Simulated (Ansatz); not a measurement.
# What CdC2 (built on the sites of a database entry of MgC2) distorts into, part 3 of 3

Wanted: the energy along a soft mode of CdC2 (built on the sites of a database entry of MgC2) and the structure at the end.

Ansatz 0.2.0; DFT PBE, scalar-relativistic, plane waves, norm-conserving pseudopotentials.

So far. Step 5 (Energy along the mode, all amplitudes (two of the runs …): The lowest of the steps tried is at 0.22 Å, 2.72 meV/atom below the parent; the bottom of the well need not coincide with a step. Step 7 (The new phase in its own primitive cell): The largest force component left is 0.25 meV/Å and the pressure is 0.004 GPa, within the tolerances set. The cell now holds 15.51 Å³/atom. The relaxed cell has a, b, c = 5.920, 3.964, 3.964 Å (conventional setting).

The structure was built from a prototype and need not be the compound's stable phase.

### Step 8. Modes of the new phase, k-mesh 4×6×6

A relaxed structure may still be a saddle point, so its zone-centre modes are computed. The response to a homogeneous field gives the Born charges and the dielectric tensor.

Contents of input.yaml:

```yaml
crystal:
  lattice:
    - [5.9203150559, 0.0, 0.0]
    - [0.0, 3.9644499121, 0.0]
    - [0.0, 0.0, 3.9643213079]
  atoms:
    - { symbol: Cd, position: [0.0, 0.2174158645, 0.5090318716] }
    - { symbol: Cd, position: [0.5, 0.7825841355, 0.0090318716] }
    - { symbol: C, position: [0.0, 0.656625181, 0.8449016569] }
    - { symbol: C, position: [0.5, 0.1196952958, 0.5686057337] }
    - { symbol: C, position: [0.0, 0.8803047042, 0.0686057337] }
    - { symbol: C, position: [0.5, 0.343374819, 0.3449016569] }
kpoints:
  mp_grid: { grid: [4, 6, 6] }
hamiltonian:
  xc: pbe
  pseudopotentials: { kind: nc }
scf:
  occupations: { method: fixed }
output:
  eigenvalues: true
phonons:
  method: dfpt
  dielectric: true
  rigid_motions: translations
```

On the command line:

```console
ansatz run input.yaml --threads 8 --pin off --max-ram 14336MiB --backend cpu --events-out ev --progress --plain --runs-dir out
```

Numbers of over 12 decimals in the logs are rounded to 6 here.

The log of the run:

```text
[...]
Crystal: 6 atoms, lattice volume = 93.046 Å³
Basis set: ecut = 1115.666836 eV, 7845 PW (Γ), exchange–correlation on 144×90×96 points (8 copies of the dense FFT grid, shifted against one another)
Bands: 34, of which v1, the nominal top of the filled ones, is band 28 counted from 1 (27 counted from 0)
Symmetry: 4 space group operations
k-points: 76 of 144 (irreducible under 1 space group operation, time reversal used)
[...]
SCF iter   1: F=—  HF=-10187.751950 eV  |F-HF|=—  |Δ(HF+E_count)|=         —  Δρ=9.79e-2  dr2=9.23e0  ethr=3.10e-3  ⟨swp⟩=5.0  Hψ=10103  notcnv=0  defer=270
[...]
SCF iter  11: F=-10184.477212 eV  HF=-10184.477212 eV  |F-HF|=2.36e-11  |Δ(HF+E_count)|=  8.00e-10  Δρ=1.88e-7  dr2=3.17e-11  ethr=1.00e-12  ⟨swp⟩=17.4  Hψ=23370  notcnv=0
SCF 1 converged in 11 iterations: F = -10184.477212 eV  dr2 = 3.17e-11
DFPT response loops at Γ: preconditioner auto → Resta (q_TF=auto, 2.507 Å⁻¹)  ε∞=4.2 (no band partly filled); β = 1.00, the filter's whole step (`scf.mixing.beta` (0.50) is not read by the response loops at its default; to damp them type it under 1.00, their step now; it binds the ground state too); Broyden in place of MSR1
── the response to a field inside a basis, on 4×6×6 k-points: an SCF that follows is theirs, and a resumed run solves both again ──
Bands: 29, of which v1, the nominal top of the filled ones, is band 28 counted from 1 (27 counted from 0)
k-points: 18 of 144 (time reversal used)
[...]
Eigensolver: Dense (18 Hₖ)
SCF iter   1: F=—  HF=-10184.415276 eV  |F-HF|=—  |Δ(HF+E_count)|=         —  Δρ=4.53e-4  dr2=1.95e-5  ethr=1.00e-1
[...]
SCF iter   3: F=-10184.415330 eV  HF=-10184.415330 eV  |F-HF|=4.24e-8  |Δ(HF+E_count)|=   1.59e-5  Δρ=1.42e-5  dr2=7.52e-8  ethr=9.79e-9
SCF 1 converged in 3 iterations: F = -10184.415330 eV  dr2 = 7.52e-8
[...]
SCF converged after 11 iterations
Free energy (F): -10184.477212 eV
[...]
Internal energy: -10184.477212 eV  (E = F + TS)
E sigma→0 (E₀):  -10184.477212 eV
Fermi energy:    6.925074 eV
[...]
--- Band table (eV; the first three rows and the last of 76) ---
  k-point 0: bands = [... 24 lower, 4.5019, 5.8694, 5.9278, 5.9696, 10.5548, 11.7072, 12.8802, 12.9641, ... 2 higher]
  k-point 1: bands = [... 24 lower, 4.6546, 5.9181, 6.0175, 6.0571, 10.8551, 11.7741, 12.3762, 12.6220, ... 2 higher]
  k-point 2: bands = [... 24 lower, 5.0113, 5.6580, 6.0954, 6.1452, 11.3160, 11.6692, 11.7279, 11.9816, ... 2 higher]
  k-point 75: bands = [... 24 lower, 4.3557, 4.3557, 6.6933, 6.6933, 11.8334, 11.8334, 12.0059, 12.0059, ... 2 higher]
--- Phonons (Γ-DFPT): 9 representative perturbations + reference, on 76 of 144 k-points (Σ response iterations 30) ---
  k mesh reduced under 1 symmetry operation, with k and −k counted as one. Each operation leaves every solved perturbation unchanged. A smaller set is not considered because the run solves the response to a homogeneous field
  ASR residual: 5.882e-4 → 0.000e0 eV/Å²; symmetrization residual: 3.096e-6 eV/Å²
  ASR residual per site (eV/Å²): 5.88e-4 5.88e-4 5.83e-5 3.50e-5 3.50e-5 5.83e-5
[...]
ε∞ (high-frequency dielectric tensor):
        4.139933     0.000000     0.000000
        0.000000     5.059206     0.000000
        0.000000     0.000000     5.075284
  softest optical mode at Γ: -58.77 cm⁻¹; the repairs (sum rule, projections) moved no ω² at Γ by more than (1.76 cm⁻¹)²
  Born effective charges Z* (e; rows j = field, columns β = displacement):
    site 0:
         2.28712    0.00000    0.00000
         0.00000    2.26717   -0.10729
         0.00000   -0.11062    2.28061
    site 1:
         2.28712    0.00000    0.00000
         0.00000    2.26717    0.10729
         0.00000    0.11062    2.28061
    site 2:
        -1.08696    0.00000    0.00000
        -0.00000   -0.95903    0.21868
         0.00000   -0.01484   -1.30203
    site 3:
        -1.20016    0.00000   -0.00000
        -0.00000   -1.30815    0.02419
         0.00000   -0.21253   -0.97858
    site 4:
        -1.20016    0.00000   -0.00000
         0.00000   -1.30815   -0.02419
        -0.00000    0.21253   -0.97858
    site 5:
        -1.08696    0.00000    0.00000
         0.00000   -0.95903   -0.21868
         0.00000    0.01484   -1.30203
  Z* charge neutrality: 5.599e-3 e pre-enforcement
  solved inside a basis spanned on kpoints, on 4×6×6 k-points, its susceptibility summed on 6×10×10: ε∞ is read to err by 1.6e-2, Z* by 2.4e-2 e (field_mesh: kpoints solves on kpoints); Z* is corrected for what the basis lacks
  optical modes at Γ without the LO–TO term, one row a degenerate level:
      ω (cm⁻¹)  modes    IR ((D/Å)²/amu)
        -58.77      1            12.2193
         45.82      1             0.0000
         50.37      1             0.1520
         52.47      1             0.1355
        137.17      1             7.3242
        137.65      1             7.1504
        257.31      1             0.0000
        260.92      1             0.0000
        288.27      1             0.0000
        367.35      1             1.2279
        373.14      1             1.4527
        444.02      1             3.5417
        445.61      1             3.3706
       1922.67      1             0.2598
       1923.97      1             0.2985
  optical modes at Γ + LO–TO along q̂ = [1.0000, 0.0000, 0.0000]:
      ω (cm⁻¹)  modes    IR ((D/Å)²/amu)
         45.82      1             0.0000
         50.37      1             0.1520
         52.47      1             0.1355
        137.17      1             7.3242
[...]
optical modes at Γ + LO–TO along q̂ = [0.0000, 1.0000, 0.0000]:
      ω (cm⁻¹)  modes    IR ((D/Å)²/amu)
[...]
optical modes at Γ + LO–TO along q̂ = [0.0000, 0.0000, 1.0000]:
      ω (cm⁻¹)  modes    IR ((D/Å)²/amu)
[...]
52.47      1             0.1355
        137.65      1             7.1504
        217.83      1             5.2560
        257.31      1             0.0000
        260.92      1             0.0000
        288.27      1             0.0000
        373.14      1             1.4527
        374.78      1             1.1679
        445.61      1             3.3706
        466.99      1             5.7989
       1922.97      1             0.2680
       1923.97      1             0.2985
```

The job ended after 84 s (8 threads of Intel Xeon 6975P-C (Granite Rapids), shared host; peak memory 4.2 GiB; 11 min of CPU time).

Numbers from this step:

| Item | Value |
| --- | --- |
| sum-rule residual before enforcement | 5.88e-4 eV/Å² |
| miss of the charge sum rule | 0.005599 e |
| estimated error of the dielectric tensor | 0.01618 |
| estimated error of the Born charges | 0.02430 e |
| point group | mm2 |
| highest optical mode at the zone centre (no LO-TO term) | 1924 cm⁻¹ |
| lowest optical zone-centre mode | -58.77 cm⁻¹ |
| mean high-frequency dielectric constant | 4.758 |
| largest Born charge (third of the trace) | 2.278 e |
| top of the zone-centre spectrum with the field | 1924 cm⁻¹ |

Without the LO-TO term. Patterns of degenerate modes are one choice out of their space. The modes at Γ (shares of kinetic energy by element, %) (negative means imaginary):

```csv
mode,frequency (cm⁻¹),symmetry,Cd %,C %
1,-58.8,B1,18,82
2,0.0,acoustic,82,18
3,0.0,acoustic,82,18
4,0.0,acoustic,82,18
5,45.8,A2,98,2
6,50.4,A1,90,10
7,52.5,B2,90,10
8,137.2,A1,11,89
9,137.7,B2,11,89
10,257.3,A2,0,100
11,260.9,B1,0,100
12,288.3,A2,2,98
13,367.4,A1,4,96
14,373.1,B2,4,96
15,444.0,A1,13,87
16,445.6,B2,13,87
17,1922.7,A1,0,100
18,1924.0,B2,0,100
```

Displacements in mode 1 (-58.8 cm⁻¹), the largest set to 1:
```
Cd1 -0.20  0.00  0.00
Cd2 -0.20  0.00  0.00
C3   0.90  0.00  0.00
C4   1.00  0.00  0.00
C5   1.00  0.00  0.00
C6   0.90  0.00  0.00
```

Displacements in mode 17 (1922.7 cm⁻¹), the largest set to 1:
```
Cd1  0.00  0.00  0.00
Cd2  0.00  0.00  0.00
C3   0.00  1.00  0.98
C4   0.00  0.98 -1.00
C5   0.00 -0.98 -1.00
C6   0.00 -1.00  0.98
```

Optical modes at the zone centre, without and with the macroscopic field of the longitudinal modes; each column is sorted by frequency, so a row need not hold one and the same mode. Modes with and without the field, by row:

```csv
rank among optical modes,no field (cm⁻¹),"q along (1, 0, 0) (cm⁻¹)","q along (0, 1, 0) (cm⁻¹)","q along (0, 0, 1) (cm⁻¹)"
1,-58.8,45.8,-58.8,-58.8
2,45.8,50.4,45.8,45.8
3,50.4,52.5,50.4,52.5
4,52.5,137.2,54.3,52.5
5,137.2,137.7,137.2,137.7
6,137.7,253.4,216.6,217.8
7,257.3,257.3,257.3,257.3
8,260.9,260.9,260.9,260.9
9,288.3,288.3,288.3,288.3
10,367.4,367.4,367.4,373.1
11,373.1,373.1,381.6,374.8
12,444,444,444,445.6
13,445.6,445.6,467.8,467
14,1923,1923,1923,1923
15,1924,1924,1924,1924
```

Born charge (rows field, columns displacement) (e), principal values of the symmetric part by kind of site:

```csv
atom,atoms with these values,low,middle,high,mean
Cd1,2,2.16,2.29,2.38,2.28
C3,2,-1.33,-1.09,-0.93,-1.12
C4,2,-1.33,-1.20,-0.95,-1.16
```

In full for Cd1:

```
 2.29  0.00  0.00
 0.00  2.27 -0.11
 0.00 -0.11  2.28
```

High-frequency dielectric tensor:

```
4.14 0.00 0.00
0.00 5.06 0.00
0.00 0.00 5.08
```

Transverse modes; imaginary modes are left out. Lines of the infrared spectrum (strongest = 100):

```csv
position (cm⁻¹),relative intensity
46,0.0
50,2.1
52,1.9
137,100
138,98
257,0.0
261,0.0
288,0.0
367,17
373,20
444,48
446,46
1923,3.5
1924,4.1
```

Before it was imposed, the acoustic sum rule was missed by 5.9e-4 eV/Å² and the charge sum rule by 0.0056 e. Small misses are needed for a sound result but don't prove that mesh and cutoff are converged. The lowest optical mode is imaginary, 58.8i cm⁻¹, so the energy falls along it.

### Step 9. What came out

| Item | Value |
| --- | --- |
| unstable mode of the parent | q = (0, 0, 0), 80i cm⁻¹ |
| depth at the lowest point sampled | 2.72 meV/atom |
| largest atomic shift at that point | 0.22 Å |
| space group reached (within 0.01 Å) | Pmn2_1 |
| energy gained over the parent (first relaxation, on the mesh of the frozen mode) | 3.95 meV/atom |
| volume per atom, phase reached | 15.5 Å³ |
| gap on the k-mesh, phase reached | 3.43 eV |
| lowest optical zone-centre mode, phase reached | -58.8 cm⁻¹ |
| highest optical mode at the zone centre (no LO-TO term), phase reached | 1924 cm⁻¹ |

Along this mode the structure falls into Pmn2_1, 3.95 meV/atom below the parent. At the parent's cell the well is 2.721 meV/atom deep on the steps tried, with its lowest point at a shift of 0.22 Å. Relaxing atoms and cell changes the gain by +1.22 meV/atom against the lowest step (energies at zero smearing). The new phase still has an imaginary mode at the zone centre of its cell, so it is a saddle point on the way to a lower structure. Of the 4 patterns followed to their end from this parent, this one reaches the lowest energy. Another end point lies within 1 meV/atom; how such a difference moves with mesh and cutoff was not tested. Each path keeps the symmetry of its pattern, so a lower phase may lie along a pattern not tried. The q mesh stands for a supercell only 7.9 Å across, so branches between the solved wavevectors are rough. The program warns that the interpolation holds no quadrupole term, so branches close to Γ can be off in this crystal. The starting cell was built on a prototype and not taken from a measurement, so the phase need not exist.

[Logs are printed without paths, hosts, clocks, repeated set-up lines and the standing remarks that a program may print on its own settings, such as how far it seeks lower states.]

[Hosts, paths, dates, database ids (printed as entryN), source tags and the programs' standing remarks are cut or masked in the printed files.]
